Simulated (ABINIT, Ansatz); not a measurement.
# KBeI3 (Pm-3m): zone-centre phonons, part 2 of 5

Wanted: the vibrations of KBeI3 (Pm-3m) at Γ, by two programs.

ABINIT 10.8.3; DFT PBEsol, scalar-relativistic, plane waves, PseudoDojo norm-conserving pseudopotentials.

So far. Step 2 (Relaxation): The volume changes by +0.3 % from the cell with which this run began. The relaxed cell has a = 5.413 Å (conventional setting).

The structure was built from a prototype and need not be the compound's stable phase.

## 4. Linear response at Γ

At q = 0 one unit cell holds all displacements. The response is solved for single atoms along the cell's directions, and symmetry skips those that follow from others. The crystal is treated as a metal, which screens a static field, so no field response is asked.

File dfpt_gamma.abi:

```

# common to the responses
getwfk_filepath "gso_WFK"
kptopt 2
nqpt 1
qpt 0.0 0.0 0.0
asr 0
chneut 0

# displacements
rfphon 1
rfatpol 1 5
rfdir 1 1 1
tolvrs 1.0d-10
prtwf 0

# basis, mesh and filling
ecut 38.0
ngkpt 4 4 4
nshiftk 1
shiftk 0.0 0.0 0.0
istwfk *1
occopt 7
tsmear 0.01
nband 25
nstep 100
diemac 1000000.0
prtebands 0
prtgsr 0
useylm 1

# cell and atoms
acell 10.22978101 10.22978101 10.22978101
rprim 
    1.0 0.0 0.0
    0.0 1.0 0.0
    0.0 0.0 1.0
ntypat 3
znucl 19 4 53
natom 5
typat 1 2 3 3 3
xred 
    0.0 0.0 0.0
    0.5 0.5 0.5
    0.5 0.5 0.0
    0.5 0.0 0.5
    0.0 0.5 0.5
pp_dirpath "./pseudo"
pseudos "K.upf, Be.upf, I.upf"
```

Launch:

```
$ OMP_NUM_THREADS=1 mpirun -n 4 abinit dfpt_gamma.abi > dfpt_gamma.log
```

Numbers of over 12 decimals in the logs are rounded to 6 here.

dfpt_gamma.abo, the main output file:

```text
[banners, grids, parts of the stress and lines that vanish by symmetry left out]
- input  file    -> dfpt_gamma.abi
- output file    -> dfpt_gamma.abo
- root for input  files -> dfpt_gammai
- root for output files -> dfpt_gammao

 Symmetries : space group Pm -3 m (#221); Bravais cP (primitive cubic)
================================================================================
 Values of the parameters that define the memory need of the present run (RF).
     intxc =       0      iscf =       7    lmnmax =      18     lnmax =       6
     mgfft =      60  mpssoang =       3    mqgrid =    3001     natom =       5
  nloc_mem =       1    nspden =       1   nspinor =       1    nsppol =       1
      nsym =      48    n1xccc =    2501    ntypat =       3    occopt =       7
   xclevel =       2
-    mband =          25        mffmem =           1         mkmem =           9
-   mkqmem =           9        mk1mem =           9           mpw =       12012
      nfft =      216000          nkpt =          36
- my_mband =          25
================================================================================
================================================================================

--------------------------------------------------------------------------------
------------- Echo of variables that govern the present computation ------------
--------------------------------------------------------------------------------
-
- outvars: echo of selected default values
-   iomode0 =  0 , fftalg0 =312 , wfoptalg0 =  0
-
- outvars: echo of global parameters not present in the input file
-  max_nthreads =    1
-
 -outvars: echo values of preprocessed input variables
 [... echo left out ...]
================================================================================

 chkinp: Checking input parameters for consistency.

[...]
== DATASET  1 ==================================================================
-   mpi_nproc: 4, omp_nthreads: 1 (-1 if OMP is not activated)

--- !DatasetInfo
iteration_state: {dtset: 1, }
dimensions: {natom: 5, nkpt: 36, mband: 25, nsppol: 1, nspinor: 1, nspden: 1, mpw: 12012, }
cutoff_energies: {ecut:  38.0, pawecutdg:  -1.0, }
electrons: {nelect:   3.40000000E+01, charge:   0.00000000E+00, occopt:   7.00000000E+00, tsmear:   1.00000000E-02, }
meta: {optdriver: 1, rfphon: 1, }
...

 mkfilename: getwfk from: gso_WFK

 Real(R)+Recip(G) space primitive vectors, cartesian coordinates (Bohr,Bohr^-1):
 R(1)= 10.2297810  0.0000000  0.0000000  G(1)=  0.0977538  0.0000000  0.0000000
 R(2)=  0.0000000 10.2297810  0.0000000  G(2)=  0.0000000  0.0977538  0.0000000
 R(3)=  0.0000000  0.0000000 10.2297810  G(3)=  0.0000000  0.0000000  0.0977538
 Unit cell volume ucvol=  1.0705304E+03 bohr^3
 Angles (23,13,12)=  9.00000000E+01  9.00000000E+01  9.00000000E+01 degrees
 setup1 : take into account q-point for computing boxcut.

 getcut: wavevector=  0.0000  0.0000  0.0000  ngfft=  60  60  60
         ecut(hartree)=     38.000   => boxcut(ratio)=   2.11363

--- Pseudopotential description ------------------------------------------------
- pspini: atom type   1  psp file is ./pseudo/K.upf

- pspini: atom type   2  psp file is ./pseudo/Be.upf

- pspini: atom type   3  psp file is ./pseudo/I.upf

   2.26491392E+03                                ecore*ucvol(ha*bohr**3)
--------------------------------------------------------------------------------

 ==>  initialize data related to q vector <==

 The list of irreducible perturbations for this q vector is:
    1)    idir= 1    ipert=   1
    2)    idir= 1    ipert=   2
    3)    idir= 1    ipert=   3
    4)    idir= 3    ipert=   3

[...]
The perturbation idir=   2  ipert=   1 is
 symmetric of a previously calculated perturbation.
 So, its SCF calculation is not needed.

 The perturbation idir=   3  ipert=   1 is
 symmetric of a previously calculated perturbation.
 So, its SCF calculation is not needed.

 The perturbation idir=   2  ipert=   2 is
 symmetric of a previously calculated perturbation.
 So, its SCF calculation is not needed.

 The perturbation idir=   3  ipert=   2 is
 symmetric of a previously calculated perturbation.
 So, its SCF calculation is not needed.

[...]
The perturbation idir=   2  ipert=   5 is
 symmetric of a previously calculated perturbation.
 So, its SCF calculation is not needed.

 The perturbation idir=   3  ipert=   5 is
 symmetric of a previously calculated perturbation.
 So, its SCF calculation is not needed.

--------------------------------------------------------------------------------
 Perturbation wavevector (in red.coord.)   0.000000  0.000000  0.000000
 Perturbation : displacement of atom   1   along direction   1
 Found     8 symmetries that leave the perturbation invariant.

[...]
dfpt_looppert : total number of electrons, from k and k+q
  fully or partially occupied states are    3.400000E+01 and    3.400000E+01.
 Initialisation of the first-order wave-functions :
  ireadwf=   0

--- !BeginCycle
iteration_state: {dtset: 1, }
solver: {iscf: 7, nstep: 100, nline: 4, wfoptalg: 0, }
tolerances: {tolvrs: 1.00E-10, }
...

     iter   2DEtotal(Ha)        deltaE(Ha) residm    vres2
-ETOT  1   7.922293     -3.458E+03 1.743E+01 1.132E+03
 ETOT  2   1.262911     -6.659E+00 2.177E+00 2.108E+03
 ETOT  3  0.573509     -6.894E-01 1.362E+00 4.997E+02
 ETOT  4  0.409346     -1.642E-01 2.613E+00 6.490E+00
 ETOT  5  0.405881     -3.465E-03 7.082E-01 5.683E-01
[...]
At SCF step   12       vres2   =  6.00E-11 < tolvrs=  1.00E-10 =>converged.
[...]
Mean square residual over all n,k,spin=   18.907E-04; max=  78.274E-02

 Thirteen components of 2nd-order total energy (hartree) are
 1,2,3: 0th-order hamiltonian combined with 1st-order wavefunctions
     kin0=   3.29595948E+03 eigvalue=   4.39200865E+02  local=  -3.06258284E+03
 4,5,6: 1st-order hamiltonian combined with 1st and 0th-order wfs
 loc psp =  -3.18714799E+03  Hartree=   9.74999047E+02     xc=  -2.33274265E+02
 note that "loc psp" includes a xc core correction that could be resolved
 7,8,9: eventually, occupation + non-local contributions
    edocc=   1.00166371E+02     enl0=   1.95098991E+03   enl1=  -3.74376918E+03
 1-9 gives the relaxation energy (to be shifted if some occ is /=2.0)
   erelax=  -3.46545859E+03
 10,11,12 Non-relaxation  contributions : frozen-wavefunctions and Ewald
 fr.local=   1.54364129E+03 fr.nonlo=   1.87300876E+03  Ewald=   9.21307890E+01
 13,14 Frozen wf xc core corrections (1) and (2)
 frxc 1  =  -2.62676289E+02  frxc 2 =   2.19759792E+02
 Resulting in :
 2DEtotal=    0.4057551431E+00 Ha. Also 2DEtotal=    0.110411599194E+02 eV
    (2DErelax=   -3.4654585873E+03 Ha. 2DEnonrelax=    3.4658643424E+03 Ha)
    (  non-var. 2DEtotal :    4.0575929796E-01 Ha)

[...]
Perturbation wavevector (in red.coord.)   0.000000  0.000000  0.000000
 Perturbation : displacement of atom   2   along direction   1
 Found     8 symmetries that leave the perturbation invariant.

[...]
dfpt_looppert : total number of electrons, from k and k+q
  fully or partially occupied states are    3.400000E+01 and    3.400000E+01.
 Initialisation of the first-order wave-functions :
  ireadwf=   0

--- !BeginCycle
iteration_state: {dtset: 1, }
solver: {iscf: 7, nstep: 100, nline: 4, wfoptalg: 0, }
tolerances: {tolvrs: 1.00E-10, }
...

     iter   2DEtotal(Ha)        deltaE(Ha) residm    vres2
-ETOT  1   1.063364     -8.396E+03 1.844E+02 3.622E+03
[...]
At SCF step   12       vres2   =  4.45E-12 < tolvrs=  1.00E-10 =>converged.
[...]
Mean square residual over all n,k,spin=   57.211E-09; max=  19.885E-06

 Thirteen components of 2nd-order total energy (hartree) are
 1,2,3: 0th-order hamiltonian combined with 1st-order wavefunctions
     kin0=   7.44555648E+03 eigvalue=   3.52291390E+03  local=  -2.18662535E+03
 4,5,6: 1st-order hamiltonian combined with 1st and 0th-order wfs
 loc psp =  -3.00781386E+03  Hartree=   1.41252851E+03     xc=  -6.23157245E+02
 note that "loc psp" includes a xc core correction that could be resolved
 7,8,9: eventually, occupation + non-local contributions
    edocc=   2.71657391E+02     enl0=  -1.44337257E+03   enl1=  -1.37911884E+04
 1-9 gives the relaxation energy (to be shifted if some occ is /=2.0)
   erelax=  -8.39950111E+03
 10,11,12 Non-relaxation  contributions : frozen-wavefunctions and Ewald
 fr.local=   1.43852797E+03 fr.nonlo=   6.90928089E+03  Ewald=   4.91364208E+01
 13,14 Frozen wf xc core corrections (1) and (2)
 frxc 1  =   0.00000000E+00  frxc 2 =   0.00000000E+00
 Resulting in :
 2DEtotal=   -0.2555826698E+01 Ha. Also 2DEtotal=   -0.695475874496E+02 eV
    (2DErelax=   -8.3995011119E+03 Ha. 2DEnonrelax=    8.3969452853E+03 Ha)
    (  non-var. 2DEtotal :   -2.5558265802E+00 Ha)

[...]
Perturbation wavevector (in red.coord.)   0.000000  0.000000  0.000000
 Perturbation : displacement of atom   3   along direction   1
 Found     4 symmetries that leave the perturbation invariant.

[...]
dfpt_looppert : total number of electrons, from k and k+q
  fully or partially occupied states are    3.400000E+01 and    3.400000E+01.
 Initialisation of the first-order wave-functions :
  ireadwf=   0

--- !BeginCycle
iteration_state: {dtset: 1, }
solver: {iscf: 7, nstep: 100, nline: 4, wfoptalg: 0, }
tolerances: {tolvrs: 1.00E-10, }
...

     iter   2DEtotal(Ha)        deltaE(Ha) residm    vres2
-ETOT  1   1.373747     -4.880E+02 3.736E+00 8.851E+02
[...]
At SCF step   11       vres2   =  7.39E-11 < tolvrs=  1.00E-10 =>converged.
[...]
Mean square residual over all n,k,spin=   12.219E-05; max=  41.813E-03

 Thirteen components of 2nd-order total energy (hartree) are
 1,2,3: 0th-order hamiltonian combined with 1st-order wavefunctions
     kin0=   3.52158238E+02 eigvalue=   6.27423243E+00  local=  -2.51635564E+02
 4,5,6: 1st-order hamiltonian combined with 1st and 0th-order wfs
 loc psp =  -3.72264322E+02  Hartree=   1.54002617E+02     xc=  -4.50844559E+01
 note that "loc psp" includes a xc core correction that could be resolved
 7,8,9: eventually, occupation + non-local contributions
    edocc=   2.68078973E+01     enl0=   2.45913536E+02   enl1=  -6.04608682E+02
 1-9 gives the relaxation energy (to be shifted if some occ is /=2.0)
   erelax=  -4.88436502E+02
 10,11,12 Non-relaxation  contributions : frozen-wavefunctions and Ewald
 fr.local=   1.40745976E+02 fr.nonlo=   3.07698781E+02  Ewald=   4.21521141E+01
 13,14 Frozen wf xc core corrections (1) and (2)
 frxc 1  =  -4.04024933E+01  frxc 2 =   3.92016670E+01
 Resulting in :
 2DEtotal=    0.9595429109E+00 Ha. Also 2DEtotal=    0.261104927682E+02 eV
    (2DErelax=   -4.8843650204E+02 Ha. 2DEnonrelax=    4.8939604496E+02 Ha)
    (  non-var. 2DEtotal :    9.5954328414E-01 Ha)

[...]
Perturbation wavevector (in red.coord.)   0.000000  0.000000  0.000000
 Perturbation : displacement of atom   3   along direction   3
 Found     8 symmetries that leave the perturbation invariant.

--------------------------------------------------------------------------------

--------------------------------------------------------------------------------

 dfpt_looppert : total number of electrons, from k and k+q
  fully or partially occupied states are    3.400000E+01 and    3.400000E+01.
 Initialisation of the first-order wave-functions :
  ireadwf=   0

--- !BeginCycle
iteration_state: {dtset: 1, }
solver: {iscf: 7, nstep: 100, nline: 4, wfoptalg: 0, }
tolerances: {tolvrs: 1.00E-10, }
...

     iter   2DEtotal(Ha)        deltaE(Ha) residm    vres2
-ETOT  1   2.998939     -4.802E+02 5.026E+00 9.259E+03
[...]
ETOT 11   1.225730      9.265E-12 2.777E-02 1.529E-10
 ETOT 12   1.225730     -5.087E-11 4.912E-02 3.461E-12

 At SCF step   12       vres2   =  3.46E-12 < tolvrs=  1.00E-10 =>converged.
[...]
Mean square residual over all n,k,spin=   11.882E-05; max=  49.117E-03

 Thirteen components of 2nd-order total energy (hartree) are
 1,2,3: 0th-order hamiltonian combined with 1st-order wavefunctions
     kin0=   3.26581738E+02 eigvalue=   9.26633530E+00  local=  -2.20811396E+02
 4,5,6: 1st-order hamiltonian combined with 1st and 0th-order wfs
 loc psp =  -3.92153658E+02  Hartree=   1.63904803E+02     xc=  -4.39773652E+01
 note that "loc psp" includes a xc core correction that could be resolved
 7,8,9: eventually, occupation + non-local contributions
    edocc=   3.58545200E+01     enl0=   2.11202456E+02   enl1=  -5.71888526E+02
 1-9 gives the relaxation energy (to be shifted if some occ is /=2.0)
   erelax=  -4.82021092E+02
 10,11,12 Non-relaxation  contributions : frozen-wavefunctions and Ewald
 fr.local=   5.34590226E+01 fr.nonlo=   2.82652977E+02  Ewald=   1.47865360E+02
 13,14 Frozen wf xc core corrections (1) and (2)
 frxc 1  =  -4.06492136E+01  frxc 2 =   3.99186757E+01
 Resulting in :
 2DEtotal=    0.1225729954E+01 Ha. Also 2DEtotal=    0.333538112119E+02 eV
    (2DErelax=   -4.8202109212E+02 Ha. 2DEnonrelax=    4.8324682208E+02 Ha)
    (  non-var. 2DEtotal :    1.2257299290E+00 Ha)

[...]
---- first-order wavefunction calculations are completed ----

 ==> Compute Derivative Database <==

 [... matrices left out ...]
  Phonon wavevector (reduced coordinates) :  0.00000  0.00000  0.00000
 Phonon energies in Hartree :
  -1.240312E-03 -1.240312E-03 -1.240312E-03 -1.427626E-05 -1.427626E-05
  -1.427626E-05  1.699951E-04  1.699951E-04  1.699951E-04  2.415643E-04
   2.415643E-04  2.415643E-04  3.859836E-04  3.859836E-04  3.859836E-04
 Phonon frequencies in cm-1    :
- -2.722170E+02 -2.722170E+02 -2.722170E+02 -3.133277E+00 -3.133277E+00
- -3.133277E+00  3.730961E+01  3.730961E+01  3.730961E+01  5.301723E+01
-  5.301723E+01  5.301723E+01  8.471360E+01  8.471360E+01  8.471360E+01

== END DATASET(S) ==============================================================
================================================================================

 -outvars: echo values of variables after computation
            acell      1.0229781010E+01  1.0229781010E+01  1.0229781010E+01 Bohr
           etotal      1.2257299540E+00
            fcart      0.0000000000E+00  0.0000000000E+00  0.0000000000E+00
           strten      0.0000000000E+00  0.0000000000E+00  0.0000000000E+00
================================================================================
```

It took 5 min on 4 MPI ranks of Arm Neoverse V1, shared host.

This step gave:

```yaml
largest_acoustic_frequency_at_the_zone_centre_before_the_sum_rule: -3.13 cm⁻¹
highest_optical_zone_centre_mode_no_lo_to_term: 84.71 cm⁻¹
lowest_optical_zone_centre_mode: -272.2 cm⁻¹
```

The acoustic modes at Γ come out as far as 3.1 cm⁻¹ from zero, where they should vanish, a small numerical error. The lowest optical mode is imaginary, 272i cm⁻¹, an instability at this level and on this k mesh.

(Part 2 of 5 ends here.)

[Host names and launcher messages were left out of these logs when they were recorded.]

[Logs are printed without paths, hosts, clocks, repeated set-up lines and the standing remarks that a program may print on its own settings, such as how far it seeks lower states.]

[Hosts, paths, dates, database ids (printed as entryN), source tags and the programs' standing remarks are cut or masked in the printed files.]
